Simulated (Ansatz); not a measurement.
## Pt2SeS (built on the sites of a database entry of PtS): from the cell to its phonons

How does Pt2SeS (built on the sites of a database entry of PtS) vibrate, and is this structure a minimum?

Program: Ansatz 0.2.0. Level of theory: DFT LDA, scalar-relativistic, plane waves, PAW. Results are calculated unless marked as measured.

This is a report of a sequence of runs, with most program output left out.

The structure was built from a prototype and need not be the compound's stable phase.

## 1. Starting point

Symmetry: P-4m2, No. 115, tetragonal system. The conventional cell has a = 5.028 Å, b = 5.028 Å, c = 6.253 Å, α = 90.00°, β = 90.00°, γ = 90.00°. Nearest to Pt lie 2 Se at 2.96 Å and 2 S at 2.96 Å. S has 4 Pt at 2.96 Å nearest. Se has 4 Pt at 2.96 Å nearest. Farther neighbours and most contacts between anions are not listed.

## 2. Coarse relaxation

A rough relaxation comes first, because large forces or stress need no tight tolerances yet.

File input.yaml:

```yaml
crystal:
  lattice:
    - [5.02827, 0.0, 0.0]
    - [0.0, 5.02827, 0.0]
    - [0.0, 0.0, 6.25346]
  atoms:
    - { symbol: Pt, position: [0.0, 0.5, 0.0] }
    - { symbol: Pt, position: [0.5, 0.0, 0.5] }
    - { symbol: S, position: [0.0, 0.0, 0.25] }
    - { symbol: Se, position: [0.0, 0.0, 0.75] }
kpoints:
  mp_grid: { grid: [4, 4, 4] }
hamiltonian:
  xc: lda
scf:
  occupations: { method: gaussian, width: 0.1 }
output:
  forces: true
  stress: true
  eigenvalues: true
relax:
  adjacent_minimum: "off"
  f_tol: 0.05
  max_steps: 80
  cell: { stress_tol: 0.5 }
```

Started as:

```
> ansatz run input.yaml --threads 8 --pin off --max-ram 14336MiB --backend cpu --events-out ev --progress --plain --runs-dir out
```

Run time: 9.2 s. Hardware: 8 threads of Intel Xeon Platinum 8488C (Sapphire Rapids), shared host; peak memory 0.67 GiB; 61 s of CPU time.

The steps of the relaxation:

```tsv
step	energy less that of the first step (eV)	largest force component (eV/Å)	pressure (GPa)	volume (Å³)
1	0.0000	0.0648	-15.80	158.11
2	-2.1596	0.0307	-17.83	138.07
3	-4.3097	0.1949	-18.78	120.09
4	-6.2050	0.3411	-17.52	105.12
5	-7.7047	0.2284	-12.14	92.18
6	-8.6143	0.3885	-5.80	83.97
7	-8.9405	0.7626	2.99	76.73
8	-8.9852	0.1431	-0.75	77.67
9	-8.9933	0.0146	0.10	77.57
10*	-8.9876	0.0144	0.09	77.57
```

Relaxation steps marked * repeat the geometry before them on a plane-wave basis chosen anew for their cell, so energy and pressure can jump there.

The run keeps the 8 symmetry operations that it works with, so distortions that break them were not tested.

```tsv
cell as run	before	after	change
a (Å)	5.028	3.537	-29.6 %
b (Å)	5.028	3.537	-29.6 %
c (Å)	6.253	6.199	-0.9 %
volume (Å³/atom)	39.53	19.39	-50.9 %
```

The atoms that moved most (Å, as changes of fractional coordinates times the final cell):

```tsv
atom	dx	dy	dz	length
Pt2	0.000	0.000	-0.067	0.067
Pt1	0.000	0.000	0.067	0.067
```

The relaxed structure:

```cif
data_structure
_symmetry_space_group_name_H-M 'P 1'
_symmetry_Int_Tables_number 1
_cell_length_a 3.5375
_cell_length_b 3.5375
_cell_length_c 6.1990
_cell_angle_alpha 90.000
_cell_angle_beta 90.000
_cell_angle_gamma 90.000
_cell_volume 77.57
loop_
_atom_site_label
_atom_site_type_symbol
_atom_site_fract_x
_atom_site_fract_y
_atom_site_fract_z
_atom_site_occupancy
Pt1 Pt 0.00000 0.50000 0.01088 1
Pt2 Pt 0.50000 0.00000 0.48912 1
S3 S 0.00000 0.00000 0.25000 1
Se4 Se 0.00000 0.00000 0.75000 1
```

A gap read on the k-mesh alone can miss the band edges.

This step gave:

| Quantity | Value |
| --- | --- |
| pressure | 0.09177 GPa |
| volume per atom | 19.39 Å³ |
| gap on the k-mesh | 0.2871 eV |
| direct gap on mesh | 0.2871 eV |

In this step the volume went from 39.53 to 19.39 Å³/atom.

## 3. Bringing the structure to rest

The cell and atoms are relaxed, since residual forces and stress would shift the frequencies.

File input.yaml:

```yaml
crystal:
  lattice:
    - [3.537475374, 0.0, 0.0]
    - [0.0, 3.537475374, 0.0]
    - [0.0, 0.0, 6.1989967243]
  atoms:
    - { symbol: Pt, position: [0.0, 0.5, 0.0108762904] }
    - { symbol: Pt, position: [0.5, 0.0, 0.4891237096] }
    - { symbol: S, position: [0.0, 0.0, 0.25] }
    - { symbol: Se, position: [0.0, 0.0, 0.75] }
kpoints:
  mp_grid: { grid: [8, 8, 6] }
hamiltonian:
  xc: lda
scf:
  occupations: { method: gaussian, width: 0.01 }
output:
  forces: true
  stress: true
  eigenvalues: true
relax:
  adjacent_minimum: "off"
  f_tol: 0.005
  max_steps: 80
  cell: { stress_tol: 0.05 }
```

Wall time 5.2 s (8 threads); peak memory 0.59 GiB.

Step by step:

```tsv
step	energy less that of the first step (eV)	largest force component (eV/Å)	pressure (GPa)	volume (Å³)
1	0.0000	0.0023	-0.29	77.57
2	-0.0006	0.0178	0.08	77.24
3	-0.0007	0.0045	0.00	77.31
4*	-0.0006	0.0045	0.00	77.31
```

Relaxation steps marked * repeat the geometry before them on a plane-wave basis chosen anew for their cell, so energy and pressure can jump there.

Forces are held to the 8 operations that the run works with; a distortion that breaks them can't arise in this run.

```tsv
conventional cell, symmetrised	before	after	change
a (Å)	3.537	3.527	-0.3 %
b (Å)	3.537	3.527	-0.3 %
c (Å)	6.199	6.215	+0.3 %
volume (Å³/atom)	19.39	19.33	-0.3 %
```

Final coordinates:

```xyz
4
Lattice="3.5270 0.0000 0.0000 0.0000 3.5270 0.0000 0.0000 0.0000 6.2146" Properties=species:S:1:pos:R:3 pbc="T T T"
Pt    0.0000    1.7635    0.0677
Pt    1.7635    0.0000    3.0396
S     0.0000    0.0000    1.5537
Se    0.0000    0.0000    4.6610
```

Numbers from this step:

```yaml
pressure: -0.001054 GPa
gap_on_the_k_mesh: 0.2724 eV
volume_per_atom: 19.33 Å³
direct_gap_on_mesh: 0.2724 eV
```

In this step the volume went from 19.39 to 19.33 Å³/atom.

## 4. Tight relaxation

Phonons need a cell at rest on their own settings, so the relaxation is repeated with tight tolerances on forces and stress, using the mesh and the filling of the phonon run that follows.

input.yaml, the sections that differ from step 3:

```yaml
crystal:
  lattice:
    - [3.5270372463, 0.0, 0.0]
    - [0.0, 3.5270372463, 0.0]
    - [0.0, 0.0, 6.2146127506]
  atoms:
    - { symbol: Pt, position: [0.0, 0.5, 0.0108988496] }
    - { symbol: Pt, position: [0.5, 0.0, 0.4891011504] }
    - { symbol: S, position: [0.0, 0.0, 0.25] }
    - { symbol: Se, position: [0.0, 0.0, 0.75] }
scf:
  occupations: { method: fixed }
relax:
  adjacent_minimum: "off"
  f_tol: 0.001
  max_steps: 60
  cell: { stress_tol: 0.01 }
# kpoints, hamiltonian, output: as in step 3
```

It took 3.9 s on 8 threads; peak memory 0.58 GiB.

Little changed from the start: no atom moved by 0.005 Å and no cell edge by 0.1 %.

This step gave:

| Quantity | Value |
| --- | --- |
| pressure | -0.003699 GPa |
| gap on the k-mesh | 0.2723 eV |
| direct gap on mesh | 0.2723 eV |

The largest force component left is 0.24 meV/Å and the pressure is -0.004 GPa, within the tolerances set. The cell now holds 19.33 Å³/atom.

## 5. Zone-centre response

The zone centre comes first: it holds the modes that light can see, as far as symmetry allows. The response to a homogeneous field gives the Born charges and the dielectric tensor.

File input.yaml:

```yaml
crystal:
  lattice:
    - [3.527125041, 0.0, 0.0]
    - [0.0, 3.527125041, 0.0]
    - [0.0, 0.0, 6.2144618652]
  atoms:
    - { symbol: Pt, position: [0.0, 0.5, 0.0109327239] }
    - { symbol: Pt, position: [0.5, 0.0, 0.4890672761] }
    - { symbol: S, position: [0.0, 0.0, 0.25] }
    - { symbol: Se, position: [0.0, 0.0, 0.75] }
kpoints:
  mp_grid: { grid: [8, 8, 6] }
hamiltonian:
  xc: lda
scf:
  occupations: { method: fixed }
output:
  eigenvalues: true
phonons:
  method: dfpt
  dielectric: true
  rigid_motions: translations
```

Run time: 65 s. Hardware: 8 threads; peak memory 2.3 GiB; 7.3 min of CPU time.

This step gave:

```yaml
sum_rule_residual_before_enforcement: 8.20e-5 eV/Å²
miss_of_the_charge_sum_rule: 0.003736 e
estimated_error_of_the_dielectric_tensor: 0.3109
estimated_error_of_the_born_charges: 0.03587 e
point_group: -42m
highest_optical_mode_at_the_zone_centre_no_lo_to_term: 442.7 cm⁻¹
lowest_optical_zone_centre_mode: 99.72 cm⁻¹
mean_high_frequency_dielectric_constant: 16.41
largest_born_charge_third_of_the_trace: 1.051 e
mean_static_dielectric_constant: 17.99
top_of_the_zone_centre_spectrum_with_the_field: 444.3 cm⁻¹
```

Without the LO-TO term. Patterns of degenerate modes are one choice out of their space. Modes at Γ, with each element's share of the kinetic energy:

```tsv
mode	frequency (cm⁻¹)	symmetry	Pt %	S %	Se %
1	0.0	acoustic	78	6	16
2	0.0	acoustic	78	6	16
3	0.0	acoustic	78	6	16
4	99.7	E	95	1	4
5	99.7	E	95	1	4
6	166.6	A1	100	0	0
7	233.5	E	11	14	74
8	233.5	E	11	14	74
9	292.3	B2	18	0	82
10	370.4	E	16	79	6
11	370.4	E	16	79	6
12	442.7	B2	4	93	3
```

Displacements in mode 5 (99.7 cm⁻¹), the largest set to 1:
```
Pt1 -0.04 -0.79  0.00
Pt2  0.03  1.00  0.00
S3   0.01 -0.26  0.00
Se4  0.02 -0.43  0.00
```

Displacements in mode 12 (442.7 cm⁻¹), the largest set to 1:
```
Pt1  0.00  0.00 -0.06
Pt2  0.00  0.00 -0.06
S3   0.00  0.00  1.00
Se4  0.00  0.00 -0.11
```

High-frequency dielectric tensor, which the program warns is not settled by the k meshes in reach. Tensor:

```tsv
	x	y	z
x	13.78	0	0
y	0	13.78	0
z	0	0	21.67
```

Static dielectric tensor, which the program warns is not settled by the k meshes in reach. Tensor:

```tsv
	x	y	z
x	15.99	0	0
y	0	15.99	0
z	0	0	21.98
```

Optical modes at the zone centre, without and with the macroscopic field of the longitudinal modes; each column is sorted by frequency, so a row need not hold one and the same mode. Modes with and without the field, by row:

```tsv
rank among optical modes	no field (cm⁻¹)	q along (1, 0, 0) (cm⁻¹)	q along (0, 0, 1) (cm⁻¹)
1	99.7	99.7	99.7
2	99.7	106.8	99.7
3	166.6	166.6	166.6
4	233.5	233.5	233.5
5	233.5	233.9	233.5
6	292.3	292.3	293.4
7	370.4	370.4	370.4
8	370.4	372.2	370.4
9	442.7	442.7	444.3
```

Born charge (rows field, columns displacement) (e), principal values of the symmetric part by kind of site:

```tsv
atom	atoms with these values	low	middle	high	mean
Pt1	2	-2.28	-1.05	0.35	-0.99
S3	1	0.77	0.77	1.25	0.93
Se4	1	0.84	1.16	1.16	1.05
```

In full for Se4:

```
1.16 0.00 0.00
0.00 1.16 0.00
0.00 0.00 0.84
```

Transverse modes. Lines of the infrared spectrum (strongest = 100):

```tsv
position (cm⁻¹)	label	relative intensity
100	E	100
167	A1	0.0
234	E	13
292	B2	33
370	E	85
443	B2	76
```

Before it was imposed, the acoustic sum rule was missed by 8.2e-5 eV/Å² and the charge sum rule by 0.0037 e. Small misses are needed for a sound result but don't prove that mesh and cutoff are converged. The lowest optical mode is real, 99.7 cm⁻¹.

The log warns of the k mesh: “the force constants stand on the 8×8×6 k-mesh, whose period is 9.38 times the interband length at k = (-0.5000, -0.5000, 0.0000), direct gap 0.272 eV, under 14: take them and everything formed from them as unconverged”.

## 6. The dispersion

Stability and thermal properties need the whole zone. Linear response on a 2×2×2 q mesh gives force constants as far as a supercell of that size would, and the tensors from the zone-centre run are typed in so that the long-range dipole term is interpolated apart.

input.yaml, the sections that differ from step 5:

```yaml
phonons:
  method: dfpt
  qmesh: [2, 2, 2]
  temperatures: { t_max: 1000, t_step: 50 }
  qpath:
    path:
      - [[0.0, 0.0, 0.0], [0.0, 0.5, 0.0], [0.5, 0.5, 0.0], [0.0, 0.0, 0.0], [0.0, 0.0, 0.5], [0.0, 0.5, 0.5], [0.5, 0.5, 0.5], [0.0, 0.0, 0.5]]
      - [[0.0, 0.5, 0.0], [0.0, 0.5, 0.5]]
      - [[0.5, 0.5, 0.0], [0.5, 0.5, 0.5]]
    npoints: 10
  non_analytic_term:
    high_frequency_dielectric_tensor: [[13.7804, 0.0, 0.0], [0.0, 13.7804, 0.0], [0.0, 0.0, 21.6706]]
    born_effective_charges:
      - { species: Pt, tensor: [[-2.2828, 0.0, 0.0], [0.0, 0.3545, 0.0], [0.0, 0.0, -1.0477]] }
      - { species: Pt, tensor: [[0.3545, 0.0, 0.0], [0.0, -2.2828, 0.0], [0.0, 0.0, -1.0477]] }
      - { species: S, tensor: [[0.7718, 0.0, 0.0], [0.0, 0.7718, 0.0], [0.0, 0.0, 1.2546]] }
      - { species: Se, tensor: [[1.1564, 0.0, 0.0], [0.0, 1.1564, 0.0], [0.0, 0.0, 0.8408]] }
    source: "zone-centre run at this cell"
# crystal, kpoints, hamiltonian, scf, output: as in step 5
```

Run time: 1.7 min. Hardware: 8 threads; peak memory 1.1 GiB.

This step gave:

```
sum-rule residual before enforcement                    : 3.97e-5 eV/Å²
lowest frequency on the path                            : -25.43 cm⁻¹
highest frequency on the path or at a solved wavevector : 444.3 cm⁻¹
lowest mode on the q mesh (acoustic modes at Γ apart)   : -25.43 cm⁻¹
```

Frequencies (cm⁻¹) solved at each irreducible wavevector; negative means imaginary. Frequencies by wavevector, by row:

```tsv
q in reciprocal lattice units	star	mode 1	mode 2	mode 3	mode 4	mode 10	mode 11	mode 12
0 0 0	1	0	0	0	99.7	370.4	370.4	442.7
0 0 -0.5	1	27.2	27.2	87.7	87.7	350.9	350.9	441.9
0 -0.5 0	2	31.6	72.2	89.5	109.9	353.5	376.6	418.6
0 -0.5 -0.5	2	24.6	64.2	100.1	108.3	367.4	375.1	423.3
-0.5 -0.5 0	1	-25.4	108	131.6	131.6	375.5	375.5	400.7
-0.5 -0.5 -0.5	1	61	68	118.3	118.3	375	375	391.3
```

Interpolated from a 2×2×2 q mesh, rough between the solved points, with the LO-TO term (at Γ the limit along the path; where Γ stands inside the path, tables give the limit on arrival). The phonon branches at the labelled points (cm⁻¹):

```tsv
point	branch 1	branch 2	branch 3	branch 4	branch 9	branch 10	branch 11	branch 12
Γ	0	0	0	100	292	370	372	443
halfway	19	59	71	96	285	361	375	431
X	32	72	90	110	279	354	377	419
halfway	40	102	118	122	270	365	374	410
M	-25	108	132	132	261	376	376	401
halfway	50	83	92	124	276	368	368	421
Γ	0	0	0	100	292	370	372	443
halfway	22	22	71	93	293	361	361	443
Z	27	27	88	88	293	351	351	442
halfway	51	62	93	110	288	358	363	433
R	24	64	100	108	286	367	375	423
halfway	43	84	111	128	277	371	373	408
A	61	68	118	118	270	375	375	391
halfway	69	72	118	119	280	365	366	420
Z	27	27	88	88	293	351	351	442
jump to X	32	72	90	110	279	354	377	419
halfway	50	50	95	110	282	361	376	421
R	24	64	100	108	286	367	375	423
jump to M	-25	108	132	132	261	376	376	401
halfway	22	96	125	125	266	375	375	396
A	61	68	118	118	270	375	375	391
```

Tetrahedra on a 18×18×10 mesh, mean over bins of 5 cm-1. Interpolated from a 2×2×2 q mesh, rough between the solved points. The phonon density of states by wavenumber; read off at these points:

wavenumber (cm⁻¹), phonon density of states (1/cm⁻¹/cell) and a bar:
```
      -28      0.000 
      -12      0.001 
       -2      0.001 
       12      0.002 
       22      0.006 #
       38      0.023 #####
       48      0.041 ########
       62      0.035 #######
       78      0.029 ######
       88      0.043 ########
       98      0.077 ###############
      102      0.047 #########
      112      0.055 ###########
      128      0.057 ###########
      132      0.078 ###############
      138      0.032 ######
      152      0.038 ########
      168      0.019 ####
      178      0.035 #######
      192      0.000 
      202      0.000 
      218      0.000 
      228      0.000 
      242      0.070 ##############
      252      0.146 #############################
      268      0.016 ###
      282      0.055 ###########
      292      0.012 ##
      308      0.000 
      318      0.000 
      332      0.000 
      342      0.000 
      358      0.042 ########
      372      0.153 ##############################
      382      0.000 
      398      0.007 #
      408      0.017 ###
      422      0.037 #######
      432      0.020 ####
      448      0.000
```

The partial phonon density of states has structure finer than the step of the table below, so its rows give means over 20 cm⁻¹, whole bins alone (the curve runs from -34.1 to 467 cm⁻¹). Peaks (cm⁻¹: height): Pt 54.2: 0.0384, 95.2: 0.0647, 133.1: 0.0529, 152.0: 0.0307, 174.1: 0.0304, 252.9: 0.0227, 366.4: 0.00927; S 372.7: 0.0992, 420.0: 0.0316; Se 252.9: 0.0959, 281.3: 0.0409.

Phonopy on the run's constants, 17x17x9 mesh, Gaussian sigma 3.6 cm-1. Interpolated from a 2×2×2 q mesh, rough between the solved points. The partial phonon density of states by wavenumber; means over each step; values in 1/cm⁻¹/cell:

```tsv
wavenumber (cm⁻¹)	Pt	S	Se
-20	5.8e-4	0	0
0	5.1e-4	1.9e-5	4.9e-5
20	0.00540	2.7e-4	6.8e-4
40	0.0239	9.6e-4	0.00255
60	0.0328	0.00124	0.00351
80	0.0305	9.3e-4	0.00290
100	0.0531	0.00136	0.00473
120	0.0434	0.00161	0.00714
140	0.0331	9.0e-4	0.00436
160	0.0236	6.0e-4	0.00160
180	0.0166	2.6e-4	7.3e-4
200	1.3e-4	7.5e-7	1.5e-6
220	4.1e-5	3.6e-5	2.2e-4
240	0.00899	0.00334	0.0378
260	0.0101	0.00131	0.0447
280	0.00581	6.8e-4	0.0322
300	7.5e-4	4.8e-5	0.00404
320	0	0	0
340	9.2e-5	6.2e-4	5.2e-6
360	0.00622	0.0517	0.00121
380	0.00225	0.0371	9.2e-4
400	3.9e-4	0.00984	1.6e-4
420	0.00123	0.0263	3.7e-4
440	5.5e-4	0.0108	1.4e-4
```

Symmetry leaves 6 wavevectors to solve. The lowest mode among them, the acoustic zeros apart, lies at q = (-0.5, -0.5, 0) and is imaginary, 25.4i cm⁻¹, so the energy falls along it.

## 7. Isotope substitution, element S, natural mass 32.06 amu

An isotope changes the mass and not the force constants, so no new electronic calculation is needed; the shifts show which modes move this element.

The same force constants with the mass of S changed from 32.060 to 33.968 u (phonopy, no LO-TO term). Both lists are sorted by frequency; levels can cross, so a row need not hold one and the same mode. Modes under 3 cm⁻¹ are left out. Isotope shifts, by row, the first 40 of 45 rows:

```tsv
q	rank	natural mass (cm⁻¹)	changed mass (cm⁻¹)
0 0 0	4	99.72	99.7
0 0 0	5	99.72	99.7
0 0 0	6	166.6	166.6
0 0 0	7	233.5	232.5
0 0 0	8	233.5	232.5
0 0 0	9	292.3	292.3
0 0 0	10	370.4	362.2
0 0 0	11	370.4	362.2
0 0 0	12	442.7	430.9
0 0 -0.5	1	27.16	27.09
0 0 -0.5	2	27.16	27.09
0 0 -0.5	3	87.72	87.69
0 0 -0.5	4	87.72	87.69
0 0 -0.5	5	124.8	124.8
0 0 -0.5	6	128.5	128.3
0 0 -0.5	7	249.9	249.7
0 0 -0.5	8	249.9	249.7
0 0 -0.5	9	292.7	292.7
0 0 -0.5	10	350.9	342.2
0 0 -0.5	11	350.9	342.2
0 0 -0.5	12	441.9	430.1
0 -0.5 0	1	31.63	31.55
0 -0.5 0	2	72.17	72.16
0 -0.5 0	3	89.46	89.46
0 -0.5 0	4	109.9	109.8
0 -0.5 0	5	111.4	111.2
0 -0.5 0	6	178.2	178.1
0 -0.5 0	7	246.4	246.1
0 -0.5 0	8	253.7	253.5
0 -0.5 0	9	278.6	278.5
0 -0.5 0	10	353.5	344.8
0 -0.5 0	11	376.6	366.8
0 -0.5 0	12	418.6	407.4
0 -0.5 -0.5	1	24.55	24.53
0 -0.5 -0.5	2	64.18	64.06
0 -0.5 -0.5	3	100.1	100.1
0 -0.5 -0.5	4	108.3	108.2
0 -0.5 -0.5	5	138	137.9
0 -0.5 -0.5	6	177.5	177.5
0 -0.5 -0.5	7	233.5	232.6
```

A mode of this element alone would shift by -2.85 %. The highest zone-centre frequency without the field goes from 442.7 to 430.9 cm⁻¹ (-2.7 %). The product of the frequency ratios over all optical modes at Γ is 0.922; the product rule, (m/m′)^(3k/2) (M′/M)^(3/2) with k = 1 such atoms and M the mass of the cell, gives 0.922.

## 8. Another isotope, element Se, natural mass 78.971 amu

The same for Se, from 78.97 to 81.92 u.

A mode of this element alone would shift by -1.81 %. The highest zone-centre frequency without the field goes from 442.7 to 442.5 cm⁻¹ (-0.0 %). The product of the frequency ratios over all optical modes at Γ is 0.955; the product rule, (m/m′)^(3k/2) (M′/M)^(3/2) with k = 1 such atoms and M the mass of the cell, gives 0.955.

## 9. What came out

```json
{
 "space group after relaxation (within 0.01 Å)": "P-4m2",
 "volume per atom": "19.3 Å³",
 "gap on the k-mesh": "0.272 eV",
 "highest optical mode at the zone centre (no LO-TO term)": "443 cm⁻¹",
 "top of the zone-centre spectrum with the field": "444 cm⁻¹",
 "lowest optical zone-centre mode": "99.7 cm⁻¹",
 "mean high-frequency dielectric constant": "16.4",
 "mean static dielectric constant": "18.0",
 "largest Born charge (third of the trace)": "1.05 e",
 "lowest mode on the q mesh (acoustic modes at Γ apart)": "-25.4 cm⁻¹",
 "highest frequency on the path or at a solved wavevector": "444 cm⁻¹",
 "imaginary modes on the 2×2×2 q mesh": "yes"
}
```

Modes are clearly imaginary (beyond 10i cm⁻¹) at 1 of the 6 irreducible wavevectors, most at q = (-0.5, -0.5, 0) (25.4i cm⁻¹), so this structure is not a minimum of the energy. Without the field, the optical modes at Γ span 100 to 443 cm⁻¹. The highest mode in this list at Γ, 442.7 cm⁻¹, is mostly motion of S (93 % of the kinetic energy). With the macroscopic field of the longitudinal modes the top of the zone-centre spectrum lies at 444 cm⁻¹, against 443 cm⁻¹ without it. Lattice motion raises the mean dielectric constant from 16.41 to 17.99. The strongest infrared line is at 100 cm⁻¹. With the field response the log warns that the k mesh is coarse for the force constants too, so the frequencies may not be converged. The q mesh stands for a supercell only 7.1 Å across, so branches between the solved wavevectors are rough. The program warns that the interpolation holds no quadrupole term, so branches close to Γ can be off in this crystal. In at least one run the field response is not settled by the k meshes in reach, so its dielectric tensor, Born charges and longitudinal modes are rough. Spin-orbit coupling is left out, which can matter for the heavy elements here. The starting cell was built on a prototype and not taken from a measurement, so the phase need not exist. These are harmonic frequencies at zero temperature: anharmonic shifts, linewidths and thermal expansion are left out.

[Logs are printed without paths, hosts, clocks, repeated set-up lines and the standing remarks that a program may print on its own settings, such as how far it seeks lower states.]

[Hosts, paths, dates, database ids (printed as entryN), source tags and the programs' standing remarks are cut or masked in the printed files.]
